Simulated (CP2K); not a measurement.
2-cyanopyrimidine has these distinct N atoms: N1 (bonded to C) and N4 (bonded to 2 C).

```xyz
11

N     3.7210    0.0003   -0.0711
C     2.5577   -0.0059   -0.0345
C     1.1127   -0.0046   -0.0036
N     0.5282    1.2072   -0.0722
C    -0.8142    1.1892   -0.0572
C    -1.5468    0.0028    0.0171
C    -0.8206   -1.1877    0.0848
N     0.5223   -1.2122    0.0790
H    -1.3065    2.1624   -0.1102
H    -2.6354    0.0064    0.0250
H    -1.3184   -2.1579    0.1428
```

Their partial N K spectra (CP2K XAS_TDP, all-electron GAPW, PBEh(45%), aug-cc-pVDZ, TDA, GW2X-corrected core level, no relativity) are given in random order, each times the number of alike atoms.

Gaussian full width 0.5 eV, oscillator strength per eV, alike atoms added, rows of zeros left out:

```
E (eV)  curve 1  curve 2
399.00    0.000    0.009
399.25    0.000    0.082
399.50    0.000    0.187
399.75    0.009    0.108
400.00    0.056    0.016
400.25    0.085    0.001
400.50    0.033    0.000
400.75    0.009    0.000
401.00    0.048    0.000
401.25    0.103    0.000
401.50    0.056    0.000
401.75    0.008    0.001
404.75    0.003    0.000
405.00    0.014    0.003
405.25    0.018    0.009
405.50    0.006    0.014
405.75    0.001    0.018
406.00    0.000    0.014
406.25    0.001    0.012
406.50    0.002    0.021
406.75    0.003    0.024
407.00    0.009    0.011
407.25    0.022    0.009
407.50    0.017    0.037
407.75    0.008    0.065
408.00    0.006    0.046
408.25    0.006    0.045
408.50    0.005    0.048
408.75    0.005    0.047
409.00    0.003    0.079
409.25    0.001    0.071
409.50    0.001    0.027
409.75    0.003    0.028
410.00    0.005    0.036
```

Q: Which curve belongs to which atom?

Curve 1: N1 (bonded to C), leading line at 400.20 eV (f = 0.047 an atom), ionisation energy 406.51 eV, term value 6.31 eV. Curve 2: N4 (bonded to 2 C), leading line at 399.52 eV (f = 0.051 an atom), ionisation energy 406.64 eV, term value 7.12 eV. The leading line of an atom is its first one with 35 % of the strongest within 2.5 eV of its lowest line over the strength cut. A line lies at the core ionisation energy, which rises as an atom loses charge to its neighbours or to a π system, less the term value, which is large for a low π* or σ* orbital with weight on that atom.

[Banner, clock and machine lines of the logs are left out without a mark of their own.]

[Logs are printed without paths, hosts, clocks, repeated set-up lines and the standing remarks that a program may print on its own settings, such as how far it seeks lower states.]

[Hosts, paths, dates, database ids (printed as entryN), source tags and the programs' standing remarks are cut or masked in the printed files.]
